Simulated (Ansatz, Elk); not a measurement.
# Mn4Zn: X-ray structure factors from the self-consistent density

The structure of Mn4Zn used here is made up (a known structure type with other elements) and was relaxed beforehand with PBEsol. The aim is the Fourier transform of its all-electron density, F(hkl), set beside the sum over free spherical atoms that refinements use.

Main program and level: Elk 11.2.3 (patched build); DFT, PBE, all-electron APW+lo, Dirac cores, scalar-relativistic bands, static density, no spin.

This account leaves out most program logs.

The structure was built from a prototype and need not be the compound's stable phase.

### 1. The starting structure

Symmetry: R-3m, No. 166, trigonal system. Conventional cell: a = 2.483 Å, b = 2.483 Å, c = 30.573 Å, α = 90.00°, β = 90.00°, γ = 120.00°. Nearest to Zn lie 6 Zn at 2.48 Å and 6 Mn at 2.62 Å. Nearest to Mn lie 9 Mn at 2.35 to 2.48 Å and 3 Zn at 2.62 Å. Nearest to Mn lie 12 Mn at 2.35 to 2.52 Å. Farther neighbours are not listed.

### 2. Ground state and structure factors

An all-electron density is needed, since X-rays see the cores too. Task 0 finds the density and task 195 Fourier-transforms it; tshift is off so that phases refer to the origin typed.

Input file elk.in:

```
tasks
  0
  195

xctype
  20

spinpol
  .false.

rgkmax
  7.0

gmaxvr
  14.0

lmaxo
  7

lmaxapw
  8

swidth
  0.002

tshift
  .false.

ramdisk
  .false.

hmaxvr
  5.5

maxscl
  120

epspot
  1e-06

sppath
  './'

avec
  2.34634194127 1.35466115110 19.25819287503
  -2.34634194127 1.35466115110 19.25819287503
  0.00000000000 -2.70932230311 19.25819287496

atoms
  2
  'Zn.in'
  1
  0.0000000000 0.0000000000 0.0000000000   0.000000 0.000000 0.000000
  'Mn.in'
  4
  0.4050680503 0.4050680503 0.4050680503   0.000000 0.000000 0.000000
  0.7994671182 0.7994671182 0.7994671182   0.000000 0.000000 0.000000
  0.2005328818 0.2005328818 0.2005328818   0.000000 0.000000 0.000000
  0.5949319497 0.5949319497 0.5949319497   0.000000 0.000000 0.000000

ngridk
  10 10 10
```

The run is started by

```
> OMP_NUM_THREADS=4 elk
```

Wall time 2.5 min (4 threads of Arm Neoverse V2, shared host); peak memory 0.35 GiB.

SFACRHO.OUT:

```text

h k l indices transformed by vhmat matrix:
   1.000000000       0.000000000       0.000000000    
   0.000000000       1.000000000       0.000000000    
   0.000000000       0.000000000       1.000000000    

      h      k      l  multipl.   |H|            Re(F)            Im(F)           |F|

      0      0      0      1   0.0000000       130.00000     -0.59650347E-17   130.00000    
      1      1      1      2  0.32626038      0.78354419     -0.15290802E-13  0.78354419    
      2      2      2      2  0.65252076     -0.35119199      0.44598172E-13  0.35119199    
      3      3      3      2  0.97878114       14.741691      0.53517806E-13   14.741691    
      4      4      4      2   1.3050415       17.033353     -0.91744811E-13   17.033353    
      0     -1      0      6   1.5498859       4.3509200     -0.11468101E-13   4.3509200    
      0      1      1      6   1.5612906       7.0825790     -0.15290802E-13   7.0825790    
      1      1      2      6   1.6060997       8.4277739      0.28033137E-13   8.4277739    
     -5     -5     -5      2   1.6313019       87.822140      0.47146639E-13   87.822140    
     -1     -2     -2      6   1.6389027       91.124006      0.14972243E-13   91.124006    
     -2     -2     -3      6   1.7233274       11.473323      0.33130071E-13   11.473323    
      2      3      3      6   1.7740539      -2.7982423     -0.20387736E-13   2.7982423    
     -3     -3     -4      6   1.8902515       83.722281      0.25484670E-13   83.722281    
     -3     -4     -4      6   1.9548463      -1.0819999     -0.61163207E-13   1.0819999    
      6      6      6      2   1.9575623      -11.736779     -0.17839269E-13   11.736779    
     -5     -4     -4      6   2.0950263      -6.7627320      0.43323939E-13   6.7627320    
      4      5      5      6   2.1699016       15.943977      0.71357075E-13   15.943977    
      7      7      7      2   2.2838227      -2.7698921      0.12917542E-12   2.7698921
```

Elk indexes on the primitive cell of elk.in and gives |H| = 4π sin θ/λ in inverse bohr. Below, one row stands for each form hkl of the conventional cell (m members, Friedel mates merged), F is for one primitive cell and the density is static (no thermal factor). Free-atom factors are Waasmaier and Kirfel's, and R is Σm||F|−|F'||/Σm|F|.

```tsv
hkl	m	sin θ/λ (Å⁻¹)	abs F, DFT	neutral atoms	diff.
003	2	0.049	0.783	0.934	-0.151
006	2	0.098	0.351	0.053	+0.298
009	2	0.147	14.742	14.858	-0.116
0 0 12	2	0.196	17.033	17.117	-0.084
101	6	0.233	4.351	4.402	-0.051
012	6	0.235	7.083	7.167	-0.084
104	6	0.241	8.428	8.461	-0.033
0 0 15	2	0.245	87.822	88.761	-0.939
015	6	0.246	91.124	92.091	-0.967
107	6	0.259	11.473	11.544	-0.071
018	6	0.267	2.798	2.802	-0.004
1 0 10	6	0.284	83.722	84.759	-1.036
0 1 11	6	0.294	1.082	1.050	+0.032
0 0 18	2	0.294	11.737	11.924	-0.187
```

### 3. The highest occupied states alone

An energy window below the Fermi level keeps the highest occupied states, to see at which angles they scatter; shallow core shells can lie inside it and anion s states outside. No new self-consistency is needed.

elk.in: that of step 2 with these lines changed.

```diff
@@ -1,3 +1,2 @@
 tasks
-  0
   195
@@ -40,2 +39,5 @@
 
+wsfac
+  0.021850 0.689340
+
 sppath
```

The run is started by

```
> OMP_NUM_THREADS=4 elk
```

The job ended after 7.9 s (4 threads; peak memory 0.22 GiB; 17 s of CPU time).

States within 10 eV below the Fermi level hold 39.98 electrons; any levels below the window count with the cores. Their amplitudes can exceed the total, where window and core parts have opposite phase:

```tsv
hkl	sin θ/λ (Å⁻¹)	abs F, window	abs F, all
003	0.049	3.789	0.783
006	0.098	3.487	0.351
009	0.147	6.633	14.742
0 0 12	0.196	6.450	17.033
101	0.233	4.082	4.351
012	0.235	4.446	7.083
104	0.241	4.614	8.428
0 0 15	0.245	15.204	87.822
015	0.246	15.599	91.124
107	0.259	4.837	11.473
```

### 4. Another functional

The difference from free atoms is small, so it is set against the change that PBEsol makes.

elk.in: that of step 3 with these lines changed.

```diff
@@ -1,2 +1,3 @@
 tasks
+  0
   195
@@ -4,3 +5,3 @@
 xctype
-  20
+  22
 
@@ -39,5 +40,2 @@
 
-wsfac
-  0.021850 0.689340
-
 sppath
```

The run is started by

```
> OMP_NUM_THREADS=4 elk
```

The job ended after 2.4 min (4 threads; peak memory 0.35 GiB).

Against the first run R = 0.03 %; the largest change is -0.045 at 1 0 10.

### 5. Basis size

A smaller basis shows how fast F responds to it; the change is likely larger than the basis error of the first run, but doesn't show convergence.

elk.in: that of step 4 with these lines changed.

```diff
@@ -5,3 +5,3 @@
 xctype
-  22
+  20
 
@@ -11,3 +11,3 @@
 rgkmax
-  7.0
+  5.5
```

The run is started by

```
> OMP_NUM_THREADS=4 elk
```

Run time: 2 min. Hardware: 4 threads; peak memory 0.32 GiB.

Against the first run R = 0.08 %; the largest change is +0.172 at 110.

### 6. Settings against the effect

```tsv
run	R against the first run (%)	R against neutral atoms, low angle (%)	wall time
PBE, rgkmax 7	0.00	1.13	2.5 min
PBEsol	0.03	1.17	2.4 min
rgkmax 5.5	0.08	1.16	2 min
```

### 7. Summary of results

```json
{
 "R against neutral atoms, sin θ/λ < 0.3 Å⁻¹": "1.13 %",
 "R against neutral atoms, 0.3 to 0.83 Å⁻¹": "0.34 %"
}
```

Independent neutral atoms miss the calculated amplitudes by R = 1.13 % below 0.3 Å⁻¹ and 0.34 % from there to 0.83 Å⁻¹; by shells, 3.55 % below 0.15 Å⁻¹ (3 forms), 1.08 % 0.15 to 0.3 (11 forms), 0.47 % 0.3 to 0.45 (16 forms), 0.33 % above 0.45 (106 forms). Bonding, aspherical density and the tables' own atoms all enter these figures, and the runs don't part them. The largest change of an amplitude is -1.04 electrons, at 1 0 10. R counts amplitudes alone; phases shift too. Weak lines can change much in proportion: 006 goes from 0.05 to 0.35. The window's part falls from 40.0 electrons at the origin to at most 5.69 between 0.45 and 0.83 Å⁻¹, where compact states inside the window still scatter. Below 0.3 Å⁻¹ the changes that finished (PBEsol and rgkmax 5.5) move F by R = 0.11 % at most, against the 1.13 % that separates it from free atoms. The k-mesh has no finished test. These runs have no spin, though d or f shells may be open. Part of the difference isn't bonding: the tables are fits to free atoms and ions calculated by other methods than this functional. Thermal motion, anomalous dispersion and extinction are left out.

[Logs are printed without paths, hosts, clocks, repeated set-up lines and the standing remarks that a program may print on its own settings, such as how far it seeks lower states.]

[Hosts, paths, dates, database ids (printed as entryN), source tags and the programs' standing remarks are cut or masked in the printed files.]
